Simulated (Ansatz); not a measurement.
# LaAs (Fm-3m): Grüneisen parameters

Does LaAs (Fm-3m) expand much on heating, by its phonons?

Calculated with Ansatz 0.2.0; DFT PBEsol, scalar-relativistic, plane waves, PAW; PAW set soft_1.

Most raw output is cut from this account.

## 1. Set-up

It takes space group Fm-3m (No. 225, cubic). Conventional cell: a = 6.110 Å, b = 6.110 Å, c = 6.110 Å, α = 90.00°, β = 90.00°, γ = 90.00°. Nearest to La lie 6 As at 3.06 Å. As has 6 La at 3.06 Å nearest. Farther neighbours are not listed.

## 2. Response at finite wavevector

The cell comes from relaxations at this level that are not shown. Stability and thermal properties need the whole zone. Linear response on a 4×4×4 q mesh gives force constants as far as a supercell of that size would.

input.yaml reads:

```yaml
crystal:
  lattice:
    - [0.0, 3.0551744597, 3.0551744597]
    - [3.0551744597, 0.0, 3.0551744597]
    - [3.0551744597, 3.0551744597, 0.0]
  atoms:
    - { symbol: La, position: [0.5, 0.5, 0.5] }
    - { symbol: As, position: [0.0, 0.0, 0.0] }
kpoints:
  mp_grid: { grid: [12, 12, 12] }
hamiltonian:
  xc: pbesol
  pseudopotentials: { kind: paw, azcp: { folder: soft_1 }, xc_functional: pbe }
scf:
  occupations: { method: methfessel_paxton, width: 0.2 }
output:
  eigenvalues: true
phonons:
  method: dfpt
  qmesh: [4, 4, 4]
  temperatures: { t_max: 1000, t_step: 50 }
  qpath:
    path:
      - [[0.0, 0.0, 0.0], [0.5, 0.0, 0.5], [0.625, 0.25, 0.625]]
      - [[0.375, 0.375, 0.75], [0.0, 0.0, 0.0], [0.5, 0.5, 0.5], [0.5, 0.25, 0.75], [0.5, 0.0, 0.5]]
    npoints: 10
```

The run is started by

```console
ansatz run input.yaml --threads 4 --pin off --max-ram 10240MiB --backend cpu --events-out ev --progress --plain --runs-dir out
```

Run time: 6.9 min. Hardware: 4 threads of Arm Neoverse V1, shared host; peak memory 4.4 GiB.

This step gave:

| Quantity | Value |
| --- | --- |
| volume per atom | 28.52 Å³ |
| gap on the k-mesh | 0 eV |
| sum-rule residual before enforcement | 4.74e-5 eV/Å² |
| lowest frequency on the path | 0 cm⁻¹ |
| point group | m-3m |
| highest frequency on the path or at a solved wavevector | 194 cm⁻¹ |
| mean frequency | 123.4 cm⁻¹ |
| Debye temperature (second moment) | 237 K |
| logarithmic mean frequency | 118 cm⁻¹ |
| highest optical mode at the zone centre (no LO-TO term) | 125.7 cm⁻¹ |
| lowest optical zone-centre mode | 125.7 cm⁻¹ |
| lowest mode on the q mesh (acoustic modes at Γ apart) | 52.08 cm⁻¹ |
| zero-point energy per atom | 22.95 meV |
| heat capacity at 300 K | 24.18 J/(mol atoms K) |
| vibrational entropy at 300 K | 39.53 J/(mol atoms K) |

Frequencies (cm⁻¹) solved at each irreducible wavevector; negative means imaginary. Frequencies by wavevector, by row:

| q in reciprocal lattice units | star | mode 1 | mode 2 | mode 3 | mode 4 | mode 5 | mode 6 |
| --- | --- | --- | --- | --- | --- | --- | --- |
| 0 0 0 | 1 | 0 | 0 | 0 | 125.7 | 125.7 | 125.7 |
| 0 0 0.25 | 8 | 66.6 | 66.6 | 95.5 | 139.3 | 139.3 | 188.8 |
| 0 0 -0.5 | 4 | 99.3 | 99.3 | 136.1 | 136.1 | 160.5 | 168.6 |
| 0 0.25 0.25 | 6 | 52.1 | 52.1 | 113.2 | 139.1 | 139.1 | 165.4 |
| 0 0.25 -0.5 | 24 | 90 | 101.4 | 122.4 | 137.5 | 148.4 | 164 |
| 0 0.25 -0.25 | 12 | 75.3 | 99.6 | 136.8 | 137.2 | 150.8 | 167.9 |
| 0 -0.5 -0.5 | 3 | 77.7 | 77.7 | 111.6 | 133.7 | 133.7 | 152.3 |
| 0.25 -0.5 -0.25 | 6 | 95.7 | 95.7 | 125.4 | 148 | 150.9 | 150.9 |

Symmetry leaves 8 wavevectors to solve. The lowest mode among them, the acoustic zeros apart, lies at q = (0, 0.25, 0.25) and is real, 52.1 cm⁻¹.

## 3. Relaxing at another volume, volume ratio 0.97

The volume is scaled by 0.97 and held; symmetry leaves nothing to relax, so this is a single point. The modes can then be followed against volume.

input.yaml, the sections that differ from step 2:

```yaml
crystal:
  lattice:
    - [0.0, 3.0243120016, 3.0243120016]
    - [3.0243120016, 0.0, 3.0243120016]
    - [3.0243120016, 3.0243120016, 0.0]
  atoms:
    - { symbol: La, position: [0.5, 0.5, 0.5] }
    - { symbol: As, position: [0.0, 0.0, 0.0] }
output:
  forces: true
  stress: true
  eigenvalues: true
# kpoints, hamiltonian, scf: as in step 2
# phonons: removed
```

Wall time 1.4 s (4 threads); peak memory 0.41 GiB.

Numbers from this step:

```yaml
pressure: 2.298 GPa
volume_per_atom: 27.66 Å³
```

The run ends at a pressure of 2.30 GPa.

## 4. Phonons at the other volume, volume ratio 0.97

The phonons are repeated at this volume on the same k and q meshes.

input.yaml: that of step 3 with these lines changed.

```diff
@@ -16,4 +16,11 @@
 output:
-  forces: true
-  stress: true
   eigenvalues: true
+phonons:
+  method: dfpt
+  qmesh: [4, 4, 4]
+  temperatures: { t_max: 1000, t_step: 50 }
+  qpath:
+    path:
+      - [[0.0, 0.0, 0.0], [0.5, 0.0, 0.5], [0.625, 0.25, 0.625]]
+      - [[0.375, 0.375, 0.75], [0.0, 0.0, 0.0], [0.5, 0.5, 0.5], [0.5, 0.25, 0.75], [0.5, 0.0, 0.5]]
+    npoints: 10
```

Wall time 6.8 min (4 threads); peak memory 4.3 GiB.

Numbers from this step:

```
sum-rule residual before enforcement                    : 4.95e-5 eV/Å²
highest frequency on the path or at a solved wavevector : 199.9 cm⁻¹
mean frequency                                          : 129.3 cm⁻¹
Debye temperature (second moment)                       : 249 K
logarithmic mean frequency                              : 123.2 cm⁻¹
highest optical mode at the zone centre (no LO-TO term) : 134.7 cm⁻¹
lowest optical zone-centre mode                         : 134.7 cm⁻¹
lowest mode on the q mesh (acoustic modes at Γ apart)   : 51.51 cm⁻¹
zero-point energy per atom                              : 24.04 meV
heat capacity at 300 K                                  : 24.10 J/(mol atoms K)
vibrational entropy at 300 K                            : 38.48 J/(mol atoms K)
```

Frequencies (cm⁻¹) solved at each irreducible wavevector; negative means imaginary. Frequencies by wavevector, by row:

| q in reciprocal lattice units | star | mode 1 | mode 2 | mode 3 | mode 4 | mode 5 | mode 6 |
| --- | --- | --- | --- | --- | --- | --- | --- |
| 0 0 0 | 1 | 0 | 0 | 0 | 134.7 | 134.7 | 134.7 |
| 0 0 0.25 | 8 | 70.5 | 70.5 | 98.7 | 147.9 | 147.9 | 194.8 |
| 0 0 -0.5 | 4 | 106.2 | 106.2 | 143.1 | 143.1 | 166.3 | 174.1 |
| 0 0.25 0.25 | 6 | 51.5 | 51.5 | 121.1 | 149 | 149 | 169.8 |
| 0 0.25 -0.5 | 24 | 93 | 104.9 | 125 | 146.8 | 158.1 | 172 |
| 0 0.25 -0.25 | 12 | 74.8 | 107 | 143.5 | 143.8 | 161.2 | 173 |
| 0 -0.5 -0.5 | 3 | 77.5 | 77.5 | 111.9 | 144.8 | 144.8 | 163.5 |
| 0.25 -0.5 -0.25 | 6 | 95.5 | 95.5 | 131.9 | 154.7 | 161.7 | 161.7 |

The highest optical mode at the zone centre (no LO-TO term) is 134.7 cm⁻¹, +9.0 cm⁻¹ against the base run.

## 5. Relaxing at another volume, volume ratio 1.03

The volume is scaled by 1.03 and held; symmetry leaves nothing to relax, so this is a single point. The modes can then be followed against volume.

input.yaml, the sections that differ from step 4:

```yaml
crystal:
  lattice:
    - [0.0, 3.0854256792, 3.0854256792]
    - [3.0854256792, 0.0, 3.0854256792]
    - [3.0854256792, 3.0854256792, 0.0]
  atoms:
    - { symbol: La, position: [0.5, 0.5, 0.5] }
    - { symbol: As, position: [0.0, 0.0, 0.0] }
output:
  forces: true
  stress: true
  eigenvalues: true
# kpoints, hamiltonian, scf: as in step 4
# phonons: removed
```

Elapsed: 1.5 s, on 4 threads; peak memory 0.41 GiB; 5 s of CPU time.

Numbers from this step:

| Property | Result |
| --- | --- |
| pressure | -1.974 GPa |
| volume per atom | 29.37 Å³ |

The run ends at a pressure of -1.97 GPa.

## 6. Phonons at the other volume, volume ratio 1.03

input.yaml: that of step 5 with these lines changed.

```diff
@@ -16,4 +16,11 @@
 output:
-  forces: true
-  stress: true
   eigenvalues: true
+phonons:
+  method: dfpt
+  qmesh: [4, 4, 4]
+  temperatures: { t_max: 1000, t_step: 50 }
+  qpath:
+    path:
+      - [[0.0, 0.0, 0.0], [0.5, 0.0, 0.5], [0.625, 0.25, 0.625]]
+      - [[0.375, 0.375, 0.75], [0.0, 0.0, 0.0], [0.5, 0.5, 0.5], [0.5, 0.25, 0.75], [0.5, 0.0, 0.5]]
+    npoints: 10
```

Wall time 7.1 min (4 threads); peak memory 4.5 GiB; 28 min of CPU time.

Numbers from this step:

- sum-rule residual before enforcement: 4.79e-5 eV/Å²
- highest frequency on the path or at a solved wavevector: 188.4 cm⁻¹
- mean frequency: 117.8 cm⁻¹
- Debye temperature (second moment): 226 K
- logarithmic mean frequency: 112.9 cm⁻¹
- highest optical mode at the zone centre (no LO-TO term): 117.2 cm⁻¹
- lowest optical zone-centre mode: 117.2 cm⁻¹
- lowest mode on the q mesh (acoustic modes at Γ apart): 52.46 cm⁻¹
- zero-point energy per atom: 21.9 meV
- heat capacity at 300 K: 24.25 J/(mol atoms K)
- vibrational entropy at 300 K: 40.61 J/(mol atoms K)

Frequencies (cm⁻¹) solved at each irreducible wavevector; negative means imaginary. Frequencies by wavevector, by row:

| q in reciprocal lattice units | star | mode 1 | mode 2 | mode 3 | mode 4 | mode 5 | mode 6 |
| --- | --- | --- | --- | --- | --- | --- | --- |
| 0 0 0 | 1 | 0 | 0 | 0 | 117.2 | 117.2 | 117.2 |
| 0 0 0.25 | 8 | 62.7 | 62.7 | 92.4 | 131.1 | 131.1 | 183.1 |
| 0 0 -0.5 | 4 | 92.7 | 92.7 | 129.3 | 129.3 | 155.1 | 163.3 |
| 0 0.25 0.25 | 6 | 52.5 | 52.5 | 105.6 | 129.5 | 129.5 | 161.4 |
| 0 0.25 -0.5 | 24 | 86.9 | 97.6 | 119.8 | 128.6 | 139.2 | 156.6 |
| 0 0.25 -0.25 | 12 | 75.6 | 92.4 | 130.3 | 130.8 | 140.8 | 163.1 |
| 0 -0.5 -0.5 | 3 | 77.7 | 77.7 | 110.8 | 123.4 | 123.4 | 141.8 |
| 0.25 -0.5 -0.25 | 6 | 95.4 | 95.4 | 119.2 | 140.6 | 140.6 | 141.5 |

The highest optical mode at the zone centre (no LO-TO term) is 117.2 cm⁻¹, -8.5 cm⁻¹ against the base run.

## 7. Grüneisen parameters

The Grüneisen parameter of a mode is minus the logarithmic change of its frequency with volume, −d ln ω / d ln V; weighted by heat capacity it gives the expansion.

Numbers from this step:

| Item | Value |
| --- | --- |
| bulk modulus | 71.2 GPa |

The phonon branches at the labelled points (cm⁻¹):

| point | branch 1 | branch 2 | branch 3 | branch 4 | branch 5 | branch 6 |
| --- | --- | --- | --- | --- | --- | --- |
| Γ | 0 | 0 | 0 | 126 | 126 | 126 |
| halfway | 52 | 52 | 113 | 139 | 139 | 165 |
| X | 78 | 78 | 112 | 134 | 134 | 152 |
| halfway | 84 | 90 | 109 | 135 | 144 | 152 |
| U | 96 | 102 | 115 | 137 | 152 | 158 |
| jump to K | 96 | 102 | 115 | 137 | 152 | 158 |
| halfway | 61 | 83 | 113 | 138 | 149 | 181 |
| Γ | 0 | 0 | 0 | 126 | 126 | 126 |
| halfway | 67 | 67 | 96 | 139 | 139 | 189 |
| L | 99 | 99 | 136 | 136 | 160 | 169 |
| halfway | 100 | 101 | 130 | 138 | 154 | 163 |
| W | 96 | 96 | 125 | 148 | 151 | 151 |
| halfway | 85 | 102 | 107 | 143 | 144 | 152 |
| X | 78 | 78 | 112 | 134 | 134 | 152 |

The same for volume x 0.97:

| point | branch 1 | branch 2 | branch 3 | branch 4 | branch 5 | branch 6 |
| --- | --- | --- | --- | --- | --- | --- |
| Γ | 0 | 0 | 0 | 135 | 135 | 135 |
| X | 78 | 78 | 112 | 145 | 145 | 164 |
| U | 99 | 102 | 117 | 146 | 162 | 168 |
| K | 99 | 102 | 117 | 146 | 162 | 168 |
| Γ | 0 | 0 | 0 | 135 | 135 | 135 |
| L | 106 | 106 | 143 | 143 | 166 | 174 |
| W | 96 | 96 | 132 | 155 | 162 | 162 |
| X | 78 | 78 | 112 | 145 | 145 | 164 |

The same for volume x 1.03:

| point | branch 1 | branch 2 | branch 3 | branch 4 | branch 5 | branch 6 |
| --- | --- | --- | --- | --- | --- | --- |
| Γ | 0 | 0 | 0 | 117 | 117 | 117 |
| X | 78 | 78 | 111 | 123 | 123 | 142 |
| U | 93 | 101 | 112 | 128 | 141 | 150 |
| K | 93 | 101 | 112 | 128 | 141 | 150 |
| Γ | 0 | 0 | 0 | 117 | 117 | 117 |
| L | 93 | 93 | 129 | 129 | 155 | 163 |
| W | 95 | 95 | 119 | 141 | 141 | 142 |
| X | 78 | 78 | 111 | 123 | 123 | 142 |

Mode Grueneisen parameter -dln(w)/dln(V), modes matched by rank; at Γ the acoustic branches take the value of a neighbouring point of the path. The mode Grüneisen parameters at the labelled points ():

| point | branch 1 | branch 2 | branch 3 | branch 4 | branch 5 | branch 6 |
| --- | --- | --- | --- | --- | --- | --- |
| Γ | -0.12 | -0.12 | 2.11 | 2.32 | 2.32 | 2.32 |
| halfway | -0.32 | -0.32 | 2.28 | 2.34 | 2.34 | 0.84 |
| X | -0.04 | -0.04 | 0.16 | 2.66 | 2.66 | 2.37 |
| halfway | 0.34 | 0.31 | 0.15 | 2.52 | 2.33 | 2.38 |
| U | 1.06 | 0.12 | 0.79 | 2.22 | 2.36 | 1.85 |
| jump to K | 1.06 | 0.12 | 0.79 | 2.22 | 2.36 | 1.85 |
| halfway | -0.30 | 2.60 | 1.52 | 1.77 | 2.16 | 0.98 |
| Γ | -0.11 | 2.35 | 1.34 | 2.32 | 2.32 | 2.32 |
| halfway | 1.95 | 1.95 | 1.10 | 2.01 | 2.01 | 1.04 |
| L | 2.27 | 2.27 | 1.69 | 1.69 | 1.16 | 1.07 |
| halfway | 1.12 | 1.54 | 1.27 | 1.88 | 1.90 | 1.42 |
| W | 0.02 | 0.02 | 1.69 | 1.59 | 2.33 | 2.22 |
| halfway | -0.08 | 1.00 | 0.14 | 2.36 | 2.17 | 2.37 |
| X | -0.04 | -0.04 | 0.16 | 2.66 | 2.66 | 2.37 |

(dS/dlnV)/C_V. Thermodynamic Grueneisen parameter against temperature:

| temperature (K) | thermodynamic Grueneisen parameter |
| --- | --- |
| 50 | 1.31 |
| 100 | 1.43 |
| 150 | 1.45 |
| 200 | 1.46 |
| 250 | 1.46 |
| 300 | 1.47 |
| 350 | 1.47 |
| 400 | 1.47 |
| 450 | 1.47 |
| 500 | 1.47 |
| 550 | 1.47 |
| 600 | 1.47 |
| 650 | 1.47 |
| 700 | 1.47 |
| 750 | 1.47 |
| 800 | 1.47 |
| 850 | 1.47 |
| 900 | 1.47 |
| 950 | 1.47 |
| 1000 | 1.47 |

Gamma C_V/(B V) at the static volume. Volume expansion against temperature:

| temperature (K) | volume expansion (1e-6/K) |
| --- | --- |
| 50 | 10.8 |
| 100 | 22.4 |
| 150 | 26.2 |
| 200 | 27.8 |
| 250 | 28.5 |
| 300 | 29.0 |
| 350 | 29.2 |
| 400 | 29.4 |
| 450 | 29.5 |
| 500 | 29.6 |
| 550 | 29.7 |
| 600 | 29.7 |
| 650 | 29.8 |
| 700 | 29.8 |
| 750 | 29.8 |
| 800 | 29.8 |
| 850 | 29.8 |
| 900 | 29.8 |
| 950 | 29.9 |
| 1000 | 29.9 |

## 8. Summary of results

```yaml
bulk_modulus: 71.2 GPa
thermodynamic_grueneisen_parameter_at_300_k: 1.465
volume_expansion_at_300_k_estimated: 28.97 × 10⁻⁶ K⁻¹
```

In words: By this estimate the volume grows by 29.0 × 10⁻⁶ per kelvin at 300 K. The highest optical mode at Γ goes from 135 to 117 cm⁻¹ as the cell grows, a Grüneisen parameter of 2.31. Mode parameters on the path run from -0.32 to 2.7, with a median of 1.7. Modes with negative values stiffen as the cell grows and pull against the expansion. Branches are matched by rank, so values near crossings are rough. The expansion is the Grüneisen estimate at the static volume, with the static bulk modulus. With no gap, or one that is small against the smearing, the frequencies hang on the k mesh and the smearing, most of all near Kohn anomalies. A semilocal functional can close a gap that the real compound would have, so the metallic treatment may be an artefact of the level. Spin-orbit coupling is left out, which can matter for the heavy elements here. The PAW files were made for PBE and serve the other functionals too. A phonon run warned that its eigensolver left some bands unconverged in a pass.

[Logs are printed without paths, hosts, clocks, repeated set-up lines and the standing remarks that a program may print on its own settings, such as how far it seeks lower states.]

[Hosts, paths, dates, database ids (printed as entryN), source tags and the programs' standing remarks are cut or masked in the printed files.]
